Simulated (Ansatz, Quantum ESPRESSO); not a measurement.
# Complex bands of AlN, zinc blende type, lattice constant set to 4.463 Å, part 2 of 2

How good a tunnel barrier is AlN, zinc blende type, lattice constant set to 4.463 Å?

Quantum ESPRESSO 7.5; plane-wave DFT, LDA, PseudoDojo norm-conserving pseudopotentials; cross-check by Ansatz 0.2.0 with PAW datasets.

So far. Step 2 (Self-consistent run): The run needed 12 iterations to bring the estimated error under 1e-09 Ry.

The structure was built from a prototype and need not be the compound's stable phase.

**5. The same in Ansatz**

A second code with its own PAW datasets, on the same atoms.

Level of this step: plane-wave DFT, LDA, Ansatz PAW (Ansatz 0.2.0).

Contents of input.yaml:

```yaml
crystal:
  lattice:
    - [3.1558175644, 0.0, 0.0]
    - [0.0, 3.1558175644, 0.0]
    - [0.0, 0.0, 4.463]
  atoms:
    - { symbol: Al, position: [0.0, 0.0, 0.0] }
    - { symbol: "N", position: [0.5, 0.0, 0.25] }
    - { symbol: Al, position: [0.5, 0.5, 0.5] }
    - { symbol: "N", position: [0.0, 0.5, 0.75] }
kpoints:
  mp_grid: { grid: [8, 8, 6] }
hamiltonian:
  xc: lda
scf:
  occupations: { method: fixed }
  convergence: { dr2_threshold: 1.0e-09 }
output:
  transmission:
    leads: [[0, 0]]
    kpoints: [[0, 0], [0.5, 0], [0.5, 0.5], [0.25, 0]]
    e_range: [-1.92, 7.44]
    de: 0.24
```

Launch:

```
$ ansatz run input.yaml --threads 2 --pin off --max-ram 4096MiB --backend cpu --events-out ev --progress --plain --runs-dir out
```

It took 5.1 s on 2 threads of Intel Xeon 6975P-C (Granite Rapids), shared host; peak memory 0.34 GiB; 6.6 s of CPU time.

This step gave:

* free energy: -1779.4512 eV
* gap by band count: 3.209 eV
* symmetry operations: 16
* slowest decay at the grid energy nearest mid-gap: 0.2559 Å⁻¹
* peak of the smallest κ at the zone centre: 0.2559 Å⁻¹
* peak of the smallest κ at (1/2, 0): 0.4843 Å⁻¹
* peak of the smallest κ at (1/2, 1/2): 0.3649 Å⁻¹
* peak of the smallest κ at (1/4, 0): 0.5012 Å⁻¹
* valence top, on the run's zero: 6.022 eV

K across = (0, 0) in the cell's reciprocal vectors; values within 0.0025 1/Å of each other count once, columns are sorted by size at each energy, a dash where no further value was kept. Im kz of the slowest decaying states against energy, zero at the highest filled level of the SCF mesh:

```
energy (eV)  decay 1 (Å⁻¹)  decay 2 (Å⁻¹)  decay 3 (Å⁻¹)
      -1.92          0.334          0.785              -
      -1.68          0.767              -              -
      -1.44          0.749              -              -
      -1.20          0.730              -              -
      -0.96          0.711              -              -
      -0.72          0.692              -              -
      -0.48          0.672           1.49              -
      -0.24          0.651           1.47              -
       0.00         0.0160         0.0331          0.630
       0.24          0.132          0.292          0.608
       0.72          0.208          0.473          0.561
       0.96          0.229          0.531          0.535
       1.20          0.243          0.508          0.578
       1.44          0.252          0.478          0.616
       1.68          0.256          0.447          0.649
       1.92          0.256          0.412          0.677
       2.16          0.251          0.374          0.701
       2.40          0.242          0.330          0.721
       2.64          0.228          0.279          0.739
       2.88          0.209          0.213          0.755
       3.12          0.111          0.181          0.768
       3.36          0.141          0.780           1.13
       3.60         0.0678          0.790           1.10
       3.84          0.798           1.07              -
       4.08          0.805           1.04              -
       4.32          0.810           1.01              -
       4.56          0.815          0.980              -
       4.80          0.818          0.947              -
       5.28          0.821          0.877              -
       5.52          0.821          0.840              -
       5.76         0.0650          0.800          0.820
       6.00          0.136          0.758          0.818
       6.24          0.176          0.713          0.816
       6.48          0.203          0.665          0.812
       6.72          0.224          0.613          0.807
       6.96          0.239          0.555          0.802
       7.20          0.251          0.490          0.795
       7.44          0.259          0.414          0.787
```

K across = (0, 0) in the cell's reciprocal vectors. The Re kz of states that move upwards by energy, zero at the highest filled level of the SCF mesh:

```
energy (eV)  channel 1 (Å⁻¹)  channel 2 (Å⁻¹)  channel 3 (Å⁻¹)
      -1.92           -0.511                -                -
      -1.68           -0.463            0.151            0.151
      -1.44           -0.414            0.406            0.406
      -1.20           -0.365            0.565            0.565
      -0.96           -0.316            0.698            0.698
      -0.72           -0.584           -0.584           -0.264
      -0.48           -0.456           -0.456           -0.207
      -0.24           -0.309           -0.309           -0.141
       0.00                -                -                -
       0.24                -                -                -
       0.72                -                -                -
       0.96                -                -                -
       1.20                -                -                -
       1.44                -                -                -
       1.68                -                -                -
       1.92                -                -                -
       2.16                -                -                -
       2.40                -                -                -
       2.64                -                -                -
       2.88                -                -                -
       3.12                -                -                -
       3.36            0.147                -                -
       3.60            0.238                -                -
       3.84            0.114            0.305                -
       4.08            0.182            0.362                -
       4.32            0.237            0.414                -
       4.56            0.288            0.463                -
       4.80            0.337            0.511                -
       5.28            0.441            0.613                -
       5.52            0.509            0.678                -
       5.76                -                -                -
       6.00                -                -                -
       6.24                -                -                -
       6.48                -                -                -
       6.72                -                -                -
       6.96                -                -                -
       7.20                -                -                -
       7.44                -                -                -
```

K across = (1/2, 0) in the cell's reciprocal vectors; values within 0.0025 1/Å of each other count once, columns are sorted by size at each energy, a dash where no further value was kept. Im kz of the slowest decaying states against energy, zero at the highest filled level of the SCF mesh:

```
energy (eV)  decay 1 (Å⁻¹)  decay 2 (Å⁻¹)  decay 3 (Å⁻¹)
      -1.92           1.20           1.49              -
      -1.44           1.07           1.45              -
      -0.96          0.879           1.40              -
      -0.48           1.36              -              -
      -0.24          0.172          0.699           1.33
       0.00          0.239          0.828           1.31
       0.24          0.287          0.899           1.28
       0.72          0.356          0.975           1.23
       1.20          0.404           1.01           1.18
       1.68          0.439           1.03           1.13
       2.16          0.463           1.04           1.07
       2.64          0.478           1.02           1.03
       2.88          0.482          0.990           1.03
       3.36          0.484          0.932           1.02
       3.84          0.478          0.872           1.00
       4.32          0.463          0.810          0.982
       4.80          0.437          0.745          0.958
       5.28          0.398          0.675          0.930
       5.76          0.341          0.599          0.898
       6.00          0.301          0.557          0.881
       6.48          0.177          0.463          0.844
       6.96          0.341          0.802              -
       7.44          0.054          0.756              -
```

K across = (1/2, 1/2) in the cell's reciprocal vectors; values within 0.0025 1/Å of each other count once, columns are sorted by size at each energy, a dash where no further value was kept. The Im kz of the slowest decaying states by energy, zero at the highest filled level of the SCF mesh:

| energy (eV) | decay 1 (Å⁻¹) | decay 2 (Å⁻¹) |
| --- | --- | --- |
| -1.92 | - | - |
| -1.44 | 0.207 | 0.216 |
| -0.96 | 0.302 | 0.338 |
| -0.48 | 0.344 | 0.410 |
| -0.24 | 0.355 | 0.437 |
| 0.00 | 0.362 | 0.459 |
| 0.24 | 0.365 | 0.478 |
| 0.72 | 0.361 | 0.508 |
| 1.20 | 0.345 | 0.528 |
| 1.68 | 0.317 | 0.541 |
| 2.16 | 0.275 | 0.548 |
| 2.64 | 0.211 | 0.550 |
| 2.88 | 0.164 | 0.549 |
| 3.36 | 0.543 | - |
| 3.84 | 0.533 | - |
| 4.32 | 0.518 | - |
| 4.80 | 0.499 | - |
| 5.28 | 0.474 | - |
| 5.76 | 0.442 | - |
| 6.00 | 0.101 | 0.424 |
| 6.48 | 0.179 | 0.380 |
| 6.96 | 0.220 | 0.324 |
| 7.44 | 0.243 | 0.247 |

K across = (1/4, 0) in the cell's reciprocal vectors; values within 0.0025 1/Å of each other count once, columns are sorted by size at each energy, a dash where no further value was kept. Im kz of the slowest decaying states against energy, zero at the highest filled level of the SCF mesh:

```csv
energy (eV),decay 1 (Å⁻¹),decay 2 (Å⁻¹),decay 3 (Å⁻¹)
-1.92,0.130,0.607,1.18
-1.44,0.176,0.269,1.12
-0.96,0.149,1.07,-
-0.48,1.01,-,-
-0.24,0.0421,0.983,-
0.00,0.171,0.199,0.954
0.24,0.269,0.392,0.926
0.72,0.358,0.602,0.868
1.20,0.416,0.734,0.810
1.68,0.455,0.751,0.837
2.16,0.480,0.690,0.930
2.64,0.496,0.625,1.05
2.88,0.500,0.591,1.12
3.36,0.501,0.518,1.11
3.84,0.434,0.492,1.10
4.32,0.328,0.472,1.08
4.80,0.161,0.437,1.06
5.28,0.371,1.03,1.20
5.76,0.474,1.00,1.13
6.00,0.522,0.988,1.10
6.48,0.584,0.955,1.02
6.96,0.148,0.633,0.919
7.44,0.195,0.713,0.799
```

**6. Worked from the printed numbers**

T falls as exp(−2κd). With κ = 0.256 1/Å, 10 Å of barrier pass exp(−2 × 0.256 × 10) = 0.0060 of that channel, interfaces aside.

**7. Results**

```yaml
gap_on_the_scf_mesh: 3.22 eV
smallest_kappa_at_mid_gap_among_the_four_k_points_at_the_zone_centre: 0.256 Å⁻¹
peak_of_the_smallest_kappa_in_the_stop_band_at_the_zone_centre: 0.257 Å⁻¹
peak_of_the_smallest_kappa_in_the_stop_band_at_1_over_2_0: 0.477 Å⁻¹
peak_of_the_smallest_kappa_in_the_stop_band_at_1_over_2_1_over_2: 0.365 Å⁻¹
peak_of_the_smallest_kappa_in_the_stop_band_at_1_over_4_0: 0.499 Å⁻¹
energy_of_the_peak_at_the_zone_centre_over_the_highest_filled_level: 1.68 eV
peak_at_the_zone_centre_by_ansatz: 0.256 Å⁻¹
```

What this shows: With a gap of 3.22 eV on the mesh, the smallest κ at mid-gap among the four k points, at the zone centre is 0.256 Å⁻¹ (LDA, PseudoDojo norm-conserving). For a barrier with the Fermi level at mid-gap the slowest state found, at the zone centre, loses a factor of ten in probability every 4.5 Å or so. Stop bands away from the zone centre are mostly wider than the gap, so their peaks can lie above the conduction bottom. At the zone centre pwcond's peak is 0.257 and Ansatz's 0.256 1/Å, 0 % apart. The cell is the a/√2 one, turned by 45°, with two primitive cells, so X along [001] folds onto kz = 0. A semilocal gap is too small, often by a third to a half and by more in narrow-gap crystals, so real barriers decay faster.

[Logs are printed without paths, hosts, clocks, repeated set-up lines and the standing remarks that a program may print on its own settings, such as how far it seeks lower states.]

[Hosts, paths, dates, database ids (printed as entryN), source tags and the programs' standing remarks are cut or masked in the printed files.]

[Maps of the electrostatic potential energy from Ansatz leave out the sawtooth potential of an applied field or a dipole correction, so their vacuum need not be flat; planar profiles and work functions include it.]
